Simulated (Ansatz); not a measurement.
# V2NO2 monolayer: from the cell to its phonons

How does V2NO2 monolayer vibrate, and is this structure a minimum?

Calculated with Ansatz 0.2.0; DFT PBEsol, scalar-relativistic, plane waves, PAW; PAW set soft_1.

Report form: the programs' logs are mostly left out.

## 1. Set-up

The cell holds 5 atoms: 1 N, 2 V and 2 O. Cell: a = 2.900 Å, b = 2.900 Å, c = 20.000 Å, α = 90.0°, β = 90.0°, γ = 120.0°. Vacuum lies along c.

As a file:

```
N V O
1.0
     2.90000    0.00000    0.00000
    -1.45000    2.51147    0.00000
     0.00000    0.00000   20.00000
N V O
1 2 2
Direct
  0.00000 0.00000 0.50000
  0.33333 0.66667 0.56000
  0.66667 0.33333 0.44000
  0.66667 0.33333 0.61000
  0.33333 0.66667 0.39000
```

## 2. Rough relaxation

A rough relaxation comes first, because large forces or stress need no tight tolerances yet.

The program solves this slab on a cell height of its own, 32.6 Å, in place of the one typed.

Input file input.yaml:

```yaml
crystal:
  lattice:
    - [2.9, 0.0, 0.0]
    - [-1.45, 2.51147, 0.0]
    - [0.0, 0.0, 20.0]
  atoms:
    - { symbol: "N", position: [0.0, 0.0, 0.5] }
    - { symbol: V, position: [0.333333, 0.666667, 0.56] }
    - { symbol: V, position: [0.666667, 0.333333, 0.44] }
    - { symbol: O, position: [0.666667, 0.333333, 0.61] }
    - { symbol: O, position: [0.333333, 0.666667, 0.39] }
  periodic: [true, true, false]
kpoints:
  mp_grid: { grid: [9, 9, 1] }
hamiltonian:
  xc: pbesol
  pseudopotentials: { kind: paw, azcp: { folder: soft_1 }, xc_functional: pbe }
scf:
  occupations: { method: gaussian, width: 0.1 }
output:
  forces: true
  stress: true
  eigenvalues: true
relax:
  adjacent_minimum: "off"
  f_tol: 0.05
  max_steps: 80
  cell: { stress_2d_tol: 0.02 }
```

Run with:

```sh
ansatz run input.yaml --threads 8 --pin off --max-ram 16384MiB --backend cpu --events-out ev --progress --plain --runs-dir out
```

Elapsed: 8.1 s, on 8 threads of Arm Neoverse V2, shared host; peak memory 0.72 GiB; 54 s of CPU time.

This run has no spin polarisation although its electron count is odd.

Step by step:

| step | energy less that of the first step (eV) | largest force component (eV/Å) | volume (Å³) |
| --- | --- | --- | --- |
| 1 | 0.0000 | 0.6420 | 237.43 |
| 2 | -0.0836 | 0.2744 | 235.62 |
| 3 | -0.0997 | 0.0859 | 232.95 |
| 4 | -0.1003 | 0.0325 | 232.81 |
| 5 | -0.1003 | 0.0010 | 232.90 |
| 6* | -0.0969 | 0.0012 | 232.90 |
| 7 | -0.0970 | 0.0001 | 232.75 |
| 8* | -0.0969 | 0.0001 | 232.75 |

Relaxation steps marked * repeat the geometry before them on a plane-wave basis chosen anew for their cell, so energy and pressure can jump there.

The run keeps the 12 symmetry operations that it works with, so distortions that break them were not tested.

| cell as run | before | after | change |
| --- | --- | --- | --- |
| a (Å) | 2.900 | 2.871 | -1.0 % |
| b (Å) | 2.900 | 2.871 | -1.0 % |

The atoms that moved most (Å, along periodic axes as changes of fractional coordinates times the final cell, across vacuum about the mean position):

| atom | dx | dy | dz | length |
| --- | --- | --- | --- | --- |
| O5 | 0.000 | 0.000 | 0.061 | 0.061 |
| O4 | 0.000 | 0.000 | -0.061 | 0.061 |
| V2 | 0.000 | 0.000 | -0.055 | 0.055 |
| V3 | 0.000 | 0.000 | 0.055 | 0.055 |

The relaxed structure:

```cif
data_structure
_symmetry_space_group_name_H-M 'P 1'
_symmetry_Int_Tables_number 1
_cell_length_a 2.8712
_cell_length_b 2.8712
_cell_length_c 32.6000
_cell_angle_alpha 90.000
_cell_angle_beta 90.000
_cell_angle_gamma 120.000
_cell_volume 232.75
loop_
_atom_site_label
_atom_site_type_symbol
_atom_site_fract_x
_atom_site_fract_y
_atom_site_fract_z
_atom_site_occupancy
N1 N 0.00000 0.00000 0.30675 1
V2 V 0.33333 0.66667 0.34186 1
V3 V 0.66667 0.33333 0.27163 1
O4 O 0.66667 0.33333 0.37236 1
O5 O 0.33333 0.66667 0.24114 1
```

This step gave:

| Property | Result |
| --- | --- |
| gap on the k-mesh | 0 eV |
| area per atom | 1.428 Å² |

The relaxation ends with a largest force component of 1.1e-4 eV/Å.

## 3. Bringing the structure to rest

Harmonic phonons are second derivatives at a point where the forces vanish, and they are wanted at zero stress, so atoms and cell are relaxed first.

Input file input.yaml:

```yaml
crystal:
  lattice:
    - [2.8712239112, 0.0, 0.0]
    - [-1.4356119556, 2.4865528471, 0.0]
    - [0.0, 0.0, 32.6]
  atoms:
    - { symbol: "N", position: [0.0, 0.0, 0.3067484663] }
    - { symbol: V, position: [0.3333333333, 0.6666666667, 0.341864055] }
    - { symbol: V, position: [0.6666666667, 0.3333333333, 0.2716328775] }
    - { symbol: O, position: [0.6666666667, 0.3333333333, 0.3723589725] }
    - { symbol: O, position: [0.3333333333, 0.6666666667, 0.24113796] }
  periodic: [true, true, false]
kpoints:
  mp_grid: { grid: [15, 15, 1] }
hamiltonian:
  xc: pbesol
  pseudopotentials: { kind: paw, azcp: { folder: soft_1 }, xc_functional: pbe }
scf:
  occupations: { method: gaussian, width: 0.1 }
output:
  forces: true
  stress: true
  eigenvalues: true
  write_density: true
  write_potential: true
  elf: true
  volumetric_format: npy
relax:
  adjacent_minimum: "off"
  f_tol: 0.005
  max_steps: 80
  cell: { stress_2d_tol: 0.02 }
```

It took 8.4 s on 8 threads; peak memory 0.82 GiB; 61 s of CPU time.

Little changed from the start: no atom moved by 0.005 Å and no cell edge by 0.1 %.

ELF in the ac plane at fractional y = 0.333, with atoms of V and O within 0.2 Å of it. It is the smooth field of the valence electrons, not physical close to the nuclei.

Ten even steps from '_' (0.00) to '@' (0.72), each cell a mean:
```
______________________________
______________________________
______________________________
______________________________
______________________________
______________________________
______________________________
______________________________
______________________________
______________________________
______________________________
______________________________
______________________________
________________..........____
==..____..==##@@@@@@@@@@@@@@##
::::::::::::==**####**####**==
++**####**++--::::::::::::::--
::--====--::--**%%@@@@@@%%**--
++########++--..__________..--
______________________________
______________________________
______________________________
______________________________
______________________________
```
Columns run along a (2.9 Å), rows up along c (32.6 Å). Atoms in or near the plane, at fractional coordinates: V at (0.67, 0.27), O at (0.67, 0.37).

Valence density in the ac plane at fractional y = 0.333, with atoms of V and O within 0.2 Å of it. It is the smooth field of the valence electrons, not physical close to the nuclei.

Values in units of 1e0 e/Å³, 24 rows by 15 columns, each cell a mean:
```
0.0 0.0 0.0 0.0 0.0 0.0 0.0 0.0 0.0 0.0 0.0 0.0 0.0 0.0 0.0
0.0 0.0 0.0 0.0 0.0 0.0 0.0 0.0 0.0 0.0 0.0 0.0 0.0 0.0 0.0
0.0 0.0 0.0 0.0 0.0 0.0 0.0 0.0 0.0 0.0 0.0 0.0 0.0 0.0 0.0
0.0 0.0 0.0 0.0 0.0 0.0 0.0 0.0 0.0 0.0 0.0 0.0 0.0 0.0 0.0
0.0 0.0 0.0 0.0 0.0 0.0 0.0 0.0 0.0 0.0 0.0 0.0 0.0 0.0 0.0
0.0 0.0 0.0 0.0 0.0 0.0 0.0 0.0 0.0 0.0 0.0 0.0 0.0 0.0 0.0
0.0 0.0 0.0 0.0 0.0 0.0 0.0 0.0 0.0 0.0 0.0 0.0 0.0 0.0 0.0
0.0 0.0 0.0 0.0 0.0 0.0 0.0 0.0 0.0 0.0 0.0 0.0 0.0 0.0 0.0
0.0 0.0 0.0 0.0 0.0 0.0 0.0 0.0 0.0 0.0 0.0 0.0 0.0 0.0 0.0
0.0 0.0 0.0 0.0 0.0 0.0 0.0 0.0 0.0 0.0 0.0 0.0 0.0 0.0 0.0
0.0 0.0 0.0 0.0 0.0 0.0 0.0 0.0 0.0 0.0 0.0 0.0 0.0 0.0 0.0
0.0 0.0 0.0 0.0 0.0 0.0 0.0 0.0 0.0 0.0 0.0 0.0 0.0 0.0 0.0
0.0 0.0 0.0 0.0 0.0 0.0 0.0 0.0 0.0 0.0 0.0 0.0 0.0 0.0 0.0
0.0 0.0 0.0 0.0 0.0 0.0 0.0 0.0 0.0 0.0 0.0 0.0 0.0 0.0 0.0
0.2 0.1 0.1 0.1 0.1 0.2 0.3 0.8 1.5 2.5 2.9 2.5 1.5 0.7 0.3
0.4 0.5 0.5 0.5 0.5 0.4 0.6 0.9 1.6 2.4 2.7 2.4 1.6 0.9 0.6
0.5 0.6 0.7 0.7 0.6 0.5 0.4 0.4 0.5 0.6 0.7 0.6 0.5 0.4 0.4
0.4 0.4 0.4 0.4 0.4 0.4 0.9 2.4 5.3 8.5 9.9 8.5 5.3 2.4 0.9
0.2 0.3 0.3 0.3 0.3 0.2 0.2 0.1 0.1 0.1 0.1 0.1 0.1 0.1 0.2
0.0 0.0 0.0 0.0 0.0 0.0 0.0 0.0 0.0 0.0 0.0 0.0 0.0 0.0 0.0
0.0 0.0 0.0 0.0 0.0 0.0 0.0 0.0 0.0 0.0 0.0 0.0 0.0 0.0 0.0
0.0 0.0 0.0 0.0 0.0 0.0 0.0 0.0 0.0 0.0 0.0 0.0 0.0 0.0 0.0
0.0 0.0 0.0 0.0 0.0 0.0 0.0 0.0 0.0 0.0 0.0 0.0 0.0 0.0 0.0
0.0 0.0 0.0 0.0 0.0 0.0 0.0 0.0 0.0 0.0 0.0 0.0 0.0 0.0 0.0
```
Columns run along a (2.9 Å), rows up along c (32.6 Å). Atoms in or near the plane, at fractional coordinates: V at (0.67, 0.27), O at (0.67, 0.37).

Electrostatic potential energy in the ac plane at fractional y = 0.333, with atoms of V and O within 0.2 Å of it. With pseudopotentials it is smooth inside the atoms' cores, unlike the true potential.

Values in eV, 24 rows by 15 columns, each cell a mean:
```
  0   0   0   0   0   0   0   0   0   0   0   0   0   0   0
  0   0   0   0   0   0   0   0   0   0   0   0   0   0   0
  0   0   0   0   0   0   0   0   0   0   0   0   0   0   0
  0   0   0   0   0   0   0   0   0   0   0   0   0   0   0
  0   0   0   0   0   0   0   0   0   0   0   0   0   0   0
  0   0   0   0   0   0   0   0   0   0   0   0   0   0   0
  0   0   0   0   0   0   0   0   0   0   0   0   0   0   0
  0   0   0   0   0   0   0   0   0   0   0   0   0   0   0
  0   0   0   0   0   0   0   0   0   0   0   0   0   0   0
  0   0   0   0   0   0   0   0   0   0   0   0   0   0   0
  0   0   0   0   0   0   0   0   0   0   0   0   0   0   0
  0   0   0   0   0   0   0   0   0   0   0   0   0   0   0
  0   0   0   0   0   0   0   0   0   0   0   0   0   0   0
  0   0   0   0   0   0   0   0   0   0   0   0   0   0   0
 -2  -2  -2  -2  -2  -2  -3 -11 -16 -19 -19 -19 -16 -11  -3
-14 -19 -22 -22 -19 -14 -11 -16 -20 -22 -22 -22 -20 -16 -12
-10 -11 -12 -12 -11 -11 -11 -13 -14 -16 -16 -16 -14 -13 -11
-15 -10  -8  -8 -10 -15 -28 -35 -37 -37 -37 -37 -37 -35 -28
 -3  -3  -3  -3  -3  -3  -4  -4  -6  -7  -7  -7  -6  -4  -4
  0   0   0   0   0   0   0   0   0   0   0   0   0   0   0
  0   0   0   0   0   0   0   0   0   0   0   0   0   0   0
  0   0   0   0   0   0   0   0   0   0   0   0   0   0   0
  0   0   0   0   0   0   0   0   0   0   0   0   0   0   0
  0   0   0   0   0   0   0   0   0   0   0   0   0   0   0
```
Columns run along a (2.9 Å; values clipped at the 3rd and 97th percentile), rows up along c (32.6 Å). Atoms in or near the plane, at fractional coordinates: V at (0.67, 0.27), O at (0.67, 0.37).

## 4. Relaxing to small forces for the phonons

Phonons need a cell at rest on their own settings, so the relaxation is repeated with tight tolerances on forces and stress on the k mesh and occupations of the first response run.

input.yaml, the sections that differ from step 3:

```yaml
crystal:
  lattice:
    - [2.8712321978, 0.0, 0.0]
    - [-1.4356160989, 2.4865600235, 0.0]
    - [0.0, 0.0, 32.6]
  atoms:
    - { symbol: "N", position: [0.0, 0.0, 0.3067484663] }
    - { symbol: V, position: [0.3333333333, 0.6666666667, 0.3418504826] }
    - { symbol: V, position: [0.6666666667, 0.3333333333, 0.2716464499] }
    - { symbol: O, position: [0.6666666667, 0.3333333333, 0.3723619172] }
    - { symbol: O, position: [0.3333333333, 0.6666666667, 0.2411350153] }
  periodic: [true, true, false]
kpoints:
  mp_grid: { grid: [18, 18, 1] }
scf:
  occupations: { method: methfessel_paxton, width: 0.2 }
relax:
  adjacent_minimum: "off"
  f_tol: 0.001
  max_steps: 60
  cell: { stress_2d_tol: 0.002 }
# hamiltonian, output: as in step 3
```

The job ended after 16 s (8 threads; peak memory 0.84 GiB; 1.9 min of CPU time).

Little changed from the start: no atom moved by 0.005 Å and no cell edge by 0.1 %.

Valence density in the ac plane at fractional y = 0.333, with atoms of V and O within 0.2 Å of it. It is the smooth field of the valence electrons, not physical close to the nuclei.

Ten steps, logarithmic in the rise over the least value, from '0' (0.00 × 1e0 e/Å³) to '9' (9.91 × 1e0 e/Å³), each cell a mean:
```
000000000000000
000000000000000
000000000000000
000000000000000
000000000000000
000000000000000
000000000000000
000000000000000
000000000000000
000000000000000
000000000000000
000000000000000
000000000000000
000000000000000
211112346777643
333333446676644
344443333444333
333333468999864
223322211111112
000000000000000
000000000000000
000000000000000
000000000000000
000000000000000
```
Columns run along a (2.9 Å), rows up along c (32.6 Å). Atoms in or near the plane, at fractional coordinates: V at (0.67, 0.27), O at (0.67, 0.37).

Electrostatic potential energy in the ac plane at fractional y = 0.333, with atoms of V and O within 0.2 Å of it. With pseudopotentials it is smooth inside the atoms' cores, unlike the true potential.

Ten even steps from '0' (-37 eV) to '9' (0 eV), each cell a mean:
```
999999999999999
999999999999999
999999999999999
999999999999999
999999999999999
999999999999999
999999999999999
999999999999999
999999999999999
999999999999999
999999999999999
999999999999999
999999999999999
999999999999999
999999975444579
644446654444456
766667766555667
577775200000002
999999888888889
999999999999999
999999999999999
999999999999999
999999999999999
999999999999999
```
Columns run along a (2.9 Å; values clipped at the 3rd and 97th percentile), rows up along c (32.6 Å). Atoms in or near the plane, at fractional coordinates: V at (0.67, 0.27), O at (0.67, 0.37).

ELF in the ac plane at fractional y = 0.333, with atoms of V and O within 0.2 Å of it. It is the smooth field of the valence electrons, not physical close to the nuclei.

Ten even steps from '0' (0.00) to '9' (0.72), each cell a mean:
```
000000000000000
000000000000000
000000000000000
000000000000000
000000000000000
000000000000000
000000000000000
000000000000000
000000000000000
000000000000000
000000000000000
000000000000000
000000000000000
000000001111100
410014799999997
222222467767764
567765322222223
234432368999863
577775310000013
000000000000000
000000000000000
000000000000000
000000000000000
000000000000000
```
Columns run along a (2.9 Å), rows up along c (32.6 Å). Atoms in or near the plane, at fractional coordinates: V at (0.67, 0.27), O at (0.67, 0.37).

The largest force component left is 0.041 meV/Å, within the tolerances set.

## 5. Modes at Γ

The zone centre comes first: it holds the modes that light can see, as far as symmetry allows. No field response is asked, since the mesh shows no gap.

input.yaml, the sections that differ from step 4:

```yaml
crystal:
  lattice:
    - [2.8714334083, 0.0, 0.0]
    - [-1.4357167041, 2.4867342769, 0.0]
    - [0.0, 0.0, 32.6]
  atoms:
    - { symbol: "N", position: [0.0, 0.0, 0.3067484663] }
    - { symbol: V, position: [0.3333333333, 0.6666666667, 0.3417799602] }
    - { symbol: V, position: [0.6666666667, 0.3333333333, 0.2717169724] }
    - { symbol: O, position: [0.6666666667, 0.3333333333, 0.3723333869] }
    - { symbol: O, position: [0.3333333333, 0.6666666667, 0.2411635456] }
  periodic: [true, true, false]
output:
  eigenvalues: true
phonons:
  method: dfpt
# kpoints, hamiltonian, scf: as in step 4
# relax: removed
```

The job ended after 2.1 min (8 threads; peak memory 2.2 GiB; 15 min of CPU time).

This run has no spin polarisation, although V can carry a moment.

This step gave:

```
sum-rule residual before enforcement                    : 4.00e-5 eV/Å²
point group                                             : -3m
highest optical mode at the zone centre (no LO-TO term) : 656.4 cm⁻¹
lowest optical zone-centre mode                         : 128.1 cm⁻¹
```

Patterns of degenerate modes are one choice out of their space. The modes at Γ (shares of kinetic energy by element, %):

| mode | frequency (cm⁻¹) | symmetry | N % | V % | O % |
| --- | --- | --- | --- | --- | --- |
| 1 | 0.0 | acoustic | 9 | 69 | 22 |
| 2 | 0.0 | acoustic | 9 | 69 | 22 |
| 3 | 0.0 | acoustic | 9 | 69 | 22 |
| 4 | 128.1 | Eg | 0 | 87 | 13 |
| 5 | 128.1 | Eg | 0 | 87 | 13 |
| 6 | 267.7 | A1g | 0 | 83 | 17 |
| 7 | 348.2 | Eu | 0 | 24 | 76 |
| 8 | 348.2 | Eu | 0 | 24 | 76 |
| 9 | 393.2 | Eg | 0 | 13 | 87 |
| 10 | 393.2 | Eg | 0 | 13 | 87 |
| 11 | 551.9 | A1g | 0 | 17 | 83 |
| 12 | 586.0 | A2u | 1 | 21 | 78 |
| 13 | 603.5 | Eu | 91 | 8 | 2 |
| 14 | 603.5 | Eu | 91 | 8 | 2 |
| 15 | 656.4 | A2u | 90 | 10 | 0 |

Displacements in mode 4 (128.1 cm⁻¹), the largest set to 1:
```
N1   0.00  0.00  0.00
V2   1.00 -0.01  0.00
V3  -1.00  0.01  0.00
O4   0.69 -0.01  0.00
O5  -0.69  0.01  0.00
```

Displacements in mode 8 (348.2 cm⁻¹), the largest set to 1:
```
N1  -0.02  0.00  0.00
V2  -0.31  0.02  0.00
V3  -0.31  0.02  0.00
O4   1.00 -0.05  0.00
O5   1.00 -0.05  0.00
```

Before it was imposed, the acoustic sum rule was missed by 4.0e-5 eV/Å². Small misses are needed for a sound result but don't prove that mesh and cutoff are converged. The lowest optical mode is real, 128 cm⁻¹.

(Part 1 of 2 ends here.)

[Logs are printed without paths, hosts, clocks, repeated set-up lines and the standing remarks that a program may print on its own settings, such as how far it seeks lower states.]

[Hosts, paths, dates, database ids (printed as entryN), source tags and the programs' standing remarks are cut or masked in the printed files.]
